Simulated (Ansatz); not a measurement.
## CsZnH3 in P4bm, a phase reached by a soft mode: a soft mode frozen in

Which phase does CsZnH3 in P4bm, a phase reached by a soft mode fall into along its unstable mode, and how much energy does it gain?

Calculated with Ansatz 0.2.0; DFT r2SCAN, scalar-relativistic, plane waves, PAW; PAW set soft_1.

The structure was built from a prototype and need not be the compound's stable phase.

### 1. The starting structure

Symmetry: P4bm, No. 100, tetragonal system. Conventional cell: a = 5.928 Å, b = 5.928 Å, c = 5.313 Å, α = 90.00°, β = 90.00°, γ = 90.00°. Nearest to Cs lie 8 H at 3.09 to 3.10 Å. Nearest to Zn lie 3 H at 1.60 to 1.62 Å. Nearest to H lie 2 Zn at 1.60 to 2.81 Å and 6 H at 2.69 to 3.10 Å and 2 Cs at 3.10 Å. H has 1 Zn at 1.62 Å and 2 H at 2.69 Å and 4 Cs at 3.09 Å nearest. Farther neighbours are not listed.

Coordinates:

```cif
data_structure
_symmetry_space_group_name_H-M 'P4bm'
_symmetry_Int_Tables_number 100
_cell_length_a 5.9279
_cell_length_b 5.9279
_cell_length_c 5.3127
_cell_angle_alpha 90.000
_cell_angle_beta 90.000
_cell_angle_gamma 90.000
_cell_volume 186.69
loop_
_atom_site_label
_atom_site_type_symbol
_atom_site_symmetry_multiplicity
_atom_site_Wyckoff_symbol
_atom_site_fract_x
_atom_site_fract_y
_atom_site_fract_z
_atom_site_occupancy
Cs1 Cs 2 a 0.50000 0.50000 0.02950 1
Zn1 Zn 2 b 0.00000 0.50000 0.56386 1
H1 H 4 c 0.17371 0.32629 0.44136 1
H2 H 2 b 0.00000 0.50000 0.86796 1
```

### 2. Linear response at the zone centre

This phase was reached earlier by freezing in an unstable mode of a structure of higher symmetry and relaxing. Its zone-centre modes can show that it is still unstable.

Input file input.yaml:

```yaml
crystal:
  lattice:
    - [5.927903034, 0.0, 0.0]
    - [0.0, 5.927903034, 0.0]
    - [0.0, 0.0, 5.3127044245]
  atoms:
    - { symbol: Cs, position: [0.5, 0.5, 0.0294963537] }
    - { symbol: Cs, position: [0.0, 0.0, 0.0294963537] }
    - { symbol: Zn, position: [0.0, 0.5, 0.5638645355] }
    - { symbol: Zn, position: [0.5, 0.0, 0.5638645355] }
    - { symbol: H, position: [0.1737101989, 0.3262898011, 0.4413613099] }
    - { symbol: H, position: [0.8262898011, 0.6737101989, 0.4413613099] }
    - { symbol: H, position: [0.3262898011, 0.8262898011, 0.4413613099] }
    - { symbol: H, position: [0.6737101989, 0.1737101989, 0.4413613099] }
    - { symbol: H, position: [0.0, 0.5, 0.8679630063] }
    - { symbol: H, position: [0.5, 0.0, 0.8679630063] }
kpoints:
  mp_grid: { grid: [4, 4, 4] }
hamiltonian:
  xc: r2scan
  pseudopotentials: { kind: paw, azcp: { folder: soft_1 } }
scf:
  occupations: { method: fixed }
output:
  eigenvalues: true
phonons:
  method: dfpt
  dielectric: true
  rigid_motions: translations
```

Command:

```sh
> ansatz run input.yaml --threads 4 --pin off --max-ram 16384MiB --backend cpu --events-out ev --progress --plain --runs-dir out
```

Numbers of over 12 decimals in the logs are rounded to 6 here.

The program printed:

```text
Engine: ansatz 0.2.0, aarch64-unknown-linux-gnu
Pseudopotentials: kind: paw
Pseudopotential: Cs, paw, valence charge 9, recommended cutoff 500 eV (meta_gga), soft_1/Cs.paw.azcp
Pseudopotential: Zn, paw, valence charge 12, recommended cutoff 500 eV (meta_gga), soft_1/Zn.paw.azcp
Pseudopotential: H, paw, valence charge 1, recommended cutoff 500 eV (meta_gga), soft_1/H.paw.azcp
Functional definition: r2SCAN
  parameter k0 = 0.174
  parameter k1 = 0.065
  parameter a1 = 4.9479
  exchange = r2scan_x(k0 = k0, k1 = k1, a1 = a1)
  correlation = r2scan_c
Crystal: 10 atoms, lattice volume = 186.689 Å³
Basis set: ecut = 500 eV, 4711 PW (Γ), exchange–correlation on 288×288×240 points (216 copies of the dense FFT grid, shifted against one another)
Bands: 34, of which v1, the nominal top of the filled ones, is band 24 counted from 1 (23 counted from 0)
Symmetry: 8 space group operations
k-points: 36 of 64 (irreducible under 1 space group operation, time reversal used)
Non-local potential: Cs, projectors of the file, l = 0: 3, l = 1: 2, l = 2: 2, l = 3: 2
Non-local potential: Zn, projectors of the file, l = 0: 2, l = 1: 2, l = 2: 3, l = 3: 1
Non-local potential: H, projectors of the file, l = 0: 2, l = 1: 1
PAW form: soft (Blöchl's): semilocal exchange-correlation on the pseudo side does not see the compensation charge
PAW frozen core: Cs, regenerated for the run's functional (the file was generated under x = pbe(κ = 0.804, μ = 0.219515), c = pbe(β = 0.066725))
PAW frozen core: Zn, regenerated for the run's functional (the file was generated under x = pbe(κ = 0.804, μ = 0.219515), c = pbe(β = 0.066725))
PAW one-centre angular grid: Cs, 302 points (default); XC on 160 Gauss nodes
PAW one-centre angular grid: Zn, 590 points (default); XC on 160 Gauss nodes
PAW one-centre angular grid: H, 302 points (default); XC on 160 Gauss nodes
Initial density: superposition of atomic densities (chi_scale 0.1, normalization cell, long waves kept (reshape's long-wave potential 0.02 eV rms))
Initial wavefunctions: pseudopotential atomic-orbital guess
Functional: x = r2scan, c = r2scan; τ floored in thin density (d = 2e-4 eV/Å³)
SCF iter   1: F=—  HF=-18124.358311 eV  |F-HF|=—  |Δ(HF+E_count)|=         —  Δρ=9.53e-2  dr2=1.37e1  dr2_τ=5.38e-2  ethr=3.10e-3  ⟨swp⟩=5.0  Hψ=4979  notcnv=0  defer=269
preconditioner: auto → Resta (q_TF=auto, 2.176 Å⁻¹)  ε∞=4.4  [insulator: Δε(μ)=3.625 eV  Ē_g=9.793 eV  n_scr=30 (ndim 8)  ℏωp=18.0 eV  f_vac=0.001  ε∞_Penn≈4.4]
SCF iter   2: F=—  HF=-18121.685616 eV  |F-HF|=—  |Δ(HF+E_count)|=    2.67e0  Δρ=4.46e-2  dr2=2.16e0  dr2_τ=2.44e-2  ethr=3.10e-3  ⟨swp⟩=3.0  Hψ=2999  notcnv=0  defer=276
SCF iter   3: F=—  HF=-18120.904005 eV  |F-HF|=—  |Δ(HF+E_count)|=   7.82e-1  Δρ=1.65e-2  dr2=6.36e-1  dr2_τ=5.47e-3  ethr=3.10e-3  ⟨swp⟩=2.0  Hψ=2276  notcnv=0  defer=173
SCF iter   4: F=—  HF=-18120.895714 eV  |F-HF|=—  |Δ(HF+E_count)|=   8.29e-3  Δρ=6.87e-3  dr2=7.42e-2  dr2_τ=5.47e-4  ethr=1.33e-3  ⟨swp⟩=2.0  Hψ=2124  notcnv=0  defer=267
SCF iter   5: F=—  HF=-18120.916274 eV  |F-HF|=—  |Δ(HF+E_count)|=   2.06e-2  Δρ=1.85e-3  dr2=5.40e-3  dr2_τ=4.37e-5  ethr=1.54e-4  ⟨swp⟩=2.1  Hψ=1719  notcnv=0  defer=283
SCF iter   6: F=—  HF=-18120.916859 eV  |F-HF|=—  |Δ(HF+E_count)|=   5.85e-4  Δρ=4.57e-4  dr2=2.90e-4  dr2_τ=1.67e-6  ethr=1.12e-5  ⟨swp⟩=2.2  Hψ=1755  notcnv=0  defer=285
SCF iter   7: F=—  HF=-18120.916900 eV  |F-HF|=—  |Δ(HF+E_count)|=   4.11e-5  Δρ=2.00e-4  dr2=5.20e-5  dr2_τ=1.07e-7  ethr=6.03e-7  ⟨swp⟩=2.6  Hψ=1805  notcnv=0  defer=278
SCF iter   8: F=—  HF=-18120.916888 eV  |F-HF|=—  |Δ(HF+E_count)|=   1.22e-5  Δρ=1.32e-5  dr2=3.24e-7  dr2_τ=9.13e-9  ethr=1.08e-7  ⟨swp⟩=2.0  Hψ=1673  notcnv=0  defer=186
SCF iter   9: F=—  HF=-18120.916857 eV  |F-HF|=—  |Δ(HF+E_count)|=   3.04e-5  Δρ=8.47e-6  dr2=9.85e-8  dr2_τ=1.16e-9  ethr=6.74e-10  ⟨swp⟩=2.0  Hψ=2010  notcnv=0  defer=148
SCF iter  10: F=—  HF=-18120.916857 eV  |F-HF|=—  |Δ(HF+E_count)|=   1.41e-8  Δρ=7.00e-7  dr2=1.43e-9  dr2_τ=2.43e-11  ethr=2.05e-10  ⟨swp⟩=2.0  Hψ=1560  notcnv=0  defer=148
SCF iter  11: F=—  HF=-18120.916857 eV  |F-HF|=—  |Δ(HF+E_count)|=  4.33e-10  Δρ=2.44e-7  dr2=1.04e-10  dr2_τ=2.37e-12  ethr=2.97e-12  ⟨swp⟩=2.0  Hψ=1871  notcnv=0  defer=148
SCF iter  12: F=-18120.916857 eV  HF=-18120.916857 eV  |F-HF|=2.91e-11  |Δ(HF+E_count)|=  3.64e-11  Δρ=8.17e-8  dr2=9.62e-12  dr2_τ=1.33e-13  ethr=1.00e-12  ⟨swp⟩=17.2  Hψ=9282  notcnv=0
SCF 1 converged in 12 iterations: F = -18120.916857 eV  dr2 = 9.62e-12
  greatest PAW one-centre occupation: 0.983 electrons in one spin orbital (limit 2), on the Zn atom at site 2 (counted from 0), in its partial waves of l = 2
DFPT response loops at Γ: preconditioner auto → none (the input reference at scf.mixing.eps_inf says where Resta's filter doesn't serve); β = 0.50; Broyden in place of MSR1
── the response to a field inside a basis, on 4×4×4 k-points: an SCF that follows is theirs, and a resumed run solves both again ──
Bands: 25, of which v1, the nominal top of the filled ones, is band 24 counted from 1 (23 counted from 0)
k-points: 6 of 64 (time reversal used)
Initial density: handed on by an earlier stage of this run
Initial wavefunctions: pseudopotential atomic-orbital guess (no wavefunctions were taken with the density)
Eigensolver: Dense (6 Hₖ)
SCF iter   1: F=—  HF=-18120.837952 eV  |F-HF|=—  |Δ(HF+E_count)|=         —  Δρ=3.42e-4  dr2=5.48e-5  dr2_τ=1.98e-5  ethr=1.00e-1
preconditioner: auto → Resta (q_TF=auto, 2.176 Å⁻¹)  ε∞=4.9  [insulator: Δε(μ)=4.020 eV  Ē_g=9.134 eV  n_scr=30 (ndim 8)  ℏωp=18.0 eV  f_vac=0.012  ε∞_Penn≈4.9]
SCF iter   2: F=—  HF=-18120.838035 eV  |F-HF|=—  |Δ(HF+E_count)|=   8.25e-5  Δρ=3.07e-4  dr2=7.15e-5  dr2_τ=3.72e-6  ethr=1.14e-7
SCF iter   3: F=—  HF=-18120.838056 eV  |F-HF|=—  |Δ(HF+E_count)|=   2.09e-5  Δρ=7.13e-5  dr2=3.34e-6  dr2_τ=4.91e-7  ethr=1.14e-7
SCF iter   4: F=—  HF=-18120.838054 eV  |F-HF|=—  |Δ(HF+E_count)|=   1.44e-6  Δρ=1.36e-5  dr2=2.86e-7  dr2_τ=3.37e-9  ethr=6.95e-9
SCF iter   5: F=-18120.838055 eV  HF=-18120.838055 eV  |F-HF|=9.39e-9  |Δ(HF+E_count)|=   2.64e-7  Δρ=2.93e-6  dr2=8.15e-9  dr2_τ=8.22e-10  ethr=5.95e-10
SCF 1 converged in 5 iterations: F = -18120.838055 eV  dr2 = 8.15e-9
  greatest PAW one-centre occupation: 0.983 electrons in one spin orbital (limit 2), on the Zn atom at site 3 (counted from 0), in its partial waves of l = 2
DFPT response loops at Γ: mixed as the last ones told, above
SCF converged after 12 iterations
Free energy (F): -18120.916857 eV
Harris-Foulkes:  -18120.916857 eV  (|F-HF|=2.91e-11)
Internal energy: -18120.916857 eV  (E = F + TS)
E sigma→0 (E₀):  -18120.916857 eV
Fermi energy:    2.420685 eV
--- Per-component energies (eV) ---
  E_band       = -191.476059
  E_kinetic    = 660.368852
  E_local      = -5382.367744  (includes V_loc(G=0)·N_el)
  E_nonlocal   = 1692.430561
  E_hartree    = 2087.010333
  E_xc         = -530.735994
  E_vxc        = -479.360228  (∫ρ·V_xc dr)
  E_paw        = -14003.816604  (= ΣΔE_a)
  E_vpaw       = -879.529378  (= ΣTr[D̂ρ^β])
  E_aug_tail   = -0.000298  (compensation charges beyond the density's cutoff)
  E_vtau       = 22.961313  (kinetic-family band-sum trace: ∫τ·v_τ [+ j·A + Jᵃ·Aᵃ] dr)
  E_ewald      = -2643.540490
  E_core_change = -0.265473  (= ΣΔE_core)
  E_smearing   = -0.000000  (= −TS)
  E_closure    = 0.000000  (closes the sum)
  Σ components = -18120.916857   (vs F -18120.916857, Δ=0.00e0)
--- Band table (eV; the first three rows and the last of 36) ---
  k-point 0: bands = [... 20 lower, 1.3748, 1.3748, 1.8287, 2.4207, 6.8005, 6.8118, 7.5399, 7.6791, ... 6 higher]
  k-point 1: bands = [... 20 lower, 1.1893, 1.1893, 1.3104, 1.9361, 6.7229, 7.4461, 7.4461, 7.4472, ... 6 higher]
  k-point 2: bands = [... 20 lower, 0.7440, 1.0159, 1.0159, 1.4538, 6.9469, 7.2061, 7.2061, 8.0233, ... 6 higher]
  k-point 35: bands = [... 20 lower, 1.2966, 1.2966, 1.8657, 1.8657, 6.8768, 6.8768, 8.4046, 8.4046, ... 6 higher]
--- Phonons (Γ-DFPT): 8 representative perturbations + reference, on 36 of 64 k-points (Σ response iterations 62) ---
  k mesh reduced under 1 symmetry operation, with k and −k counted as one. Each operation leaves every solved perturbation unchanged. A smaller set is not considered because the functional reads the kinetic-energy density
  ASR residual: 1.133e-4 → 0.000e0 eV/Å²; symmetrization residual: 1.495e-6 eV/Å²
  ASR residual per site (eV/Å²): 4.06e-5 4.06e-5 1.13e-4 1.13e-4 9.89e-6 9.89e-6 9.89e-6 9.89e-6 1.00e-5 1.00e-5
  Γ frequencies (cm⁻¹): -91.25 -91.25 0.00 0.00 0.00 42.80 45.27 45.27 81.72 81.72 86.40 89.92 253.51 253.51 391.11 473.34 473.34 555.34 567.18 600.85 656.68 656.68 737.27 737.27 1546.44 1558.21 1617.94 1617.94 1645.66 1684.73
  ε∞ (high-frequency dielectric tensor):
        3.254942     0.000000    -0.000000
        0.000000     3.254942     0.000000
       -0.000000     0.000000     3.171861
  softest optical mode at Γ: -91.25 cm⁻¹; the repairs (sum rule, projections) moved no ω² at Γ by more than (3.96 cm⁻¹)²
  Born effective charges Z* (e; rows j = field, columns β = displacement):
    site 0:
         1.17475    0.03169    0.00000
        -0.03169    1.17475   -0.00000
         0.00000   -0.00000    1.26077
    site 1:
         1.17475   -0.03169   -0.00000
         0.03169    1.17475   -0.00000
         0.00000    0.00000    1.26077
    site 2:
         1.16587   -0.04044    0.00000
        -0.04044    1.16587   -0.00000
         0.00000   -0.00000    1.00812
    site 3:
         1.16587    0.04044    0.00000
         0.04044    1.16587    0.00000
         0.00000    0.00000    1.00812
    site 4:
        -0.84343    0.21674    0.05559
         0.21674   -0.84343   -0.05559
         0.08824   -0.08824   -0.64860
    site 5:
        -0.84343    0.21674   -0.05559
         0.21674   -0.84343    0.05559
        -0.08824    0.08824   -0.64860
    site 6:
        -0.84343   -0.21674   -0.05559
        -0.21674   -0.84343   -0.05559
        -0.08824   -0.08824   -0.64860
    site 7:
        -0.84343   -0.21674    0.05559
        -0.21674   -0.84343    0.05559
         0.08824    0.08824   -0.64860
    site 8:
        -0.65376    0.03225   -0.00000
         0.03225   -0.65376   -0.00000
        -0.00000   -0.00000   -0.97169
    site 9:
        -0.65376   -0.03225   -0.00000
        -0.03225   -0.65376   -0.00000
        -0.00000   -0.00000   -0.97169
  Z* charge neutrality: 9.023e-3 e pre-enforcement
  solved inside a basis spanned on kpoints, on 4×4×4 k-points, its susceptibility summed on 6×6×6: ε∞ is read to err by 1.0e-2, Z* by 1.6e-2 e (field_mesh: kpoints solves on kpoints); Z* is corrected for what the basis lacks
  optical modes at Γ without the LO–TO term, one row a degenerate level:
      ω (cm⁻¹)  modes    IR ((D/Å)²/amu)
        -91.25      2             6.9506
         42.80      1             0.0000
         45.27      2             0.3686
         81.72      2             0.9381
         86.40      1             0.0000
         89.92      1             1.4848
        253.51      2             6.4724
[...]
optical modes at Γ + LO–TO along q̂ = [1.0000, 0.0000, 0.0000]:
      ω (cm⁻¹)  modes    IR ((D/Å)²/amu)
[...]
optical modes at Γ + LO–TO along q̂ = [0.0000, 1.0000, 0.0000]:
      ω (cm⁻¹)  modes    IR ((D/Å)²/amu)
[...]
optical modes at Γ + LO–TO along q̂ = [0.0000, 0.0000, 1.0000]:
      ω (cm⁻¹)  modes    IR ((D/Å)²/amu)
[...]
391.11      1             0.0000
        473.34      2             1.2877
        555.34      1             0.0000
        600.85      1             0.0000
        656.68      2            98.5485
        662.46      1            29.9870
        737.27      2             0.1212
       1558.21      1             0.0000
       1603.95      1            52.3088
       1617.94      2            66.8385
       1646.32      1             1.4563
       1684.73      1             0.0000
```

Run time: 6.3 min. Hardware: 4 threads of Arm Neoverse V1, shared host; peak memory 5.5 GiB.

The column dr2 measures how far the density is from self-consistency, as an energy; F and HF (Harris–Foulkes) agree once it is small.

A gap read on the k-mesh alone can miss the band edges.

This step gave:

- gap on the k-mesh: 3.870 eV
- volume per atom: 18.67 Å³
- sum-rule residual before enforcement: 1.13e-4 eV/Å²
- miss of the charge sum rule: 0.009023 e
- estimated error of the dielectric tensor: 0.01017
- estimated error of the Born charges: 0.01609 e
- point group: 4mm
- highest optical mode at the zone centre (no LO-TO term): 1685 cm⁻¹
- lowest optical zone-centre mode: -91.25 cm⁻¹
- mean high-frequency dielectric constant: 3.227
- largest Born charge (third of the trace): 1.203 e
- top of the zone-centre spectrum with the field: 1685 cm⁻¹

Patterns of degenerate modes are one choice out of their space. Modes at Γ, with each element's share of the kinetic energy (negative means imaginary):

```
mode  frequency (cm⁻¹)  symmetry  Cs %  Zn %  H %
   1             -91.2         E     1    79   20
   2             -91.2         E     1    79   20
   3               0.0  acoustic    66    32    2
   4               0.0  acoustic    66    32    2
   5               0.0  acoustic    66    32    2
   6              42.8        A2   100     0    0
   7              45.3         E    92     5    3
   8              45.3         E    92     5    3
   9              81.7         E    37    61    2
  10              81.7         E    37    61    2
  11              86.4        B2     0    96    4
  12              89.9        A1    34    63    3
  13             253.5         E     4    16   80
  14             253.5         E     4    16   80
  15             391.1        B1     0     0  100
  16             473.3         E     0     0   99
  17             473.3         E     0     0   99
  18             555.3        B2     0     3   97
  19             567.2        A1     0     3   97
  20             600.9        A2     0     0  100
  21             656.7         E     0     2   98
  22             656.7         E     0     2   98
  23             737.3         E     0     2   98
  24             737.3         E     0     2   98
  25            1546.4        A1     0     1   99
  26            1558.2        B2     0     1   99
  27            1617.9         E     0     2   98
  28            1617.9         E     0     2   98
  29            1645.7        A1     0     0  100
  30            1684.7        B2     0     0  100
```

Displacements in mode 1 (-91.2 cm⁻¹), the largest set to 1:
```
Cs1  0.03  0.00  0.00
Cs2  0.02 -0.03  0.00
Zn3 -0.22  0.35  0.00
Zn4  0.14 -0.30  0.00
H5  -0.74  0.65 -1.00
H6  -0.74  0.65  1.00
H7  -0.36 -0.06  0.30
H8  -0.36 -0.06 -0.30
H9   0.23 -0.11  0.00
H10  0.25 -0.14  0.00
```

Displacements in mode 8 (45.3 cm⁻¹), the largest set to 1:
```
Cs1 -0.44 -0.47  0.00
Cs2  0.30  0.57  0.00
Zn3  0.05  0.02  0.00
Zn4  0.22 -0.22  0.00
H5   0.40 -0.35  1.00
H6   0.40 -0.35 -1.00
H7   0.23 -0.10 -0.17
H8   0.23 -0.10  0.17
H9  -0.46  0.59  0.00
H10  0.31 -0.49  0.00
```

Before it was imposed, the acoustic sum rule was missed by 1.1e-4 eV/Å² and the charge sum rule by 0.0090 e. Small misses are needed for a sound result but don't prove that mesh and cutoff are converged. The lowest optical mode is imaginary, 91.2i cm⁻¹, so the energy falls along it.

### 3. The mode frozen in, largest atomic shift 0 Å

The mode followed lies at Γ with frequency 91.2i cm⁻¹ and is 2-fold degenerate, the softest among the wavevectors solved. At small amplitude the distorted cell has space group no. 7 by a symmetry search on the positions. The undistorted cell that holds it gives the zero of energy on the same k mesh.

Changes to input.yaml since step 2:

```diff
@@ -22,8 +22,6 @@
 scf:
-  occupations: { method: fixed }
+  occupations: { method: gaussian, width: 0.02 }
 output:
+  forces: true
+  stress: true
   eigenvalues: true
-phonons:
-  method: dfpt
-  dielectric: true
-  rigid_motions: translations
```

The program printed:

```text
[...]
Crystal: 10 atoms, lattice volume = 186.689 Å³
Basis set: ecut = 500 eV, 4711 PW (Γ), exchange–correlation on 180×180×160 points (64 copies of the dense FFT grid, shifted against one another)
Bands: 34, of which v1, the nominal top of the filled ones, is band 24 counted from 1 (23 counted from 0)
Symmetry: 8 space group operations
[...]
k-point 0: bands = [... 20 lower, 1.3748, 1.3748, 1.8287, 2.4207, 6.8005, 6.8118, 7.5399, 7.6791, ... 3 higher]
  k-point 1: bands = [... 20 lower, 1.1893, 1.1893, 1.3104, 1.9361, 6.7229, 7.4461, 7.4461, 7.4472, ... 3 higher]
  k-point 2: bands = [... 20 lower, 0.7440, 1.0159, 1.0159, 1.4537, 6.9470, 7.2061, 7.2061, 8.0233, ... 3 higher]
  k-point 17: bands = [... 20 lower, 1.2966, 1.2966, 1.8657, 1.8657, 6.8768, 6.8768, 8.4046, 8.4046, ... 3 higher]
[key lines of the parts left out:]
SCF converged after 10 iterations
Free energy (F): -18120.916857 eV
Fermi energy:    4.355688 eV
P = ⅓ Tr σ = 0.0003 GPa (0.003 kbar)
```

Wall time 7.5 s (4 threads); peak memory 0.76 GiB; 29 s of CPU time.

This step gave:

- pressure: 3.27e-4 GPa
- energy from the undistorted cell: 0 meV/atom

At this level the gap is 3.87 eV on the k-mesh of the self-consistent run, which can miss the band edges.

(Continued in part 2 of 3.)

[Logs are printed without paths, hosts, clocks, repeated set-up lines and the standing remarks that a program may print on its own settings, such as how far it seeks lower states.]

[Hosts, paths, dates, database ids (printed as entryN), source tags and the programs' standing remarks are cut or masked in the printed files.]
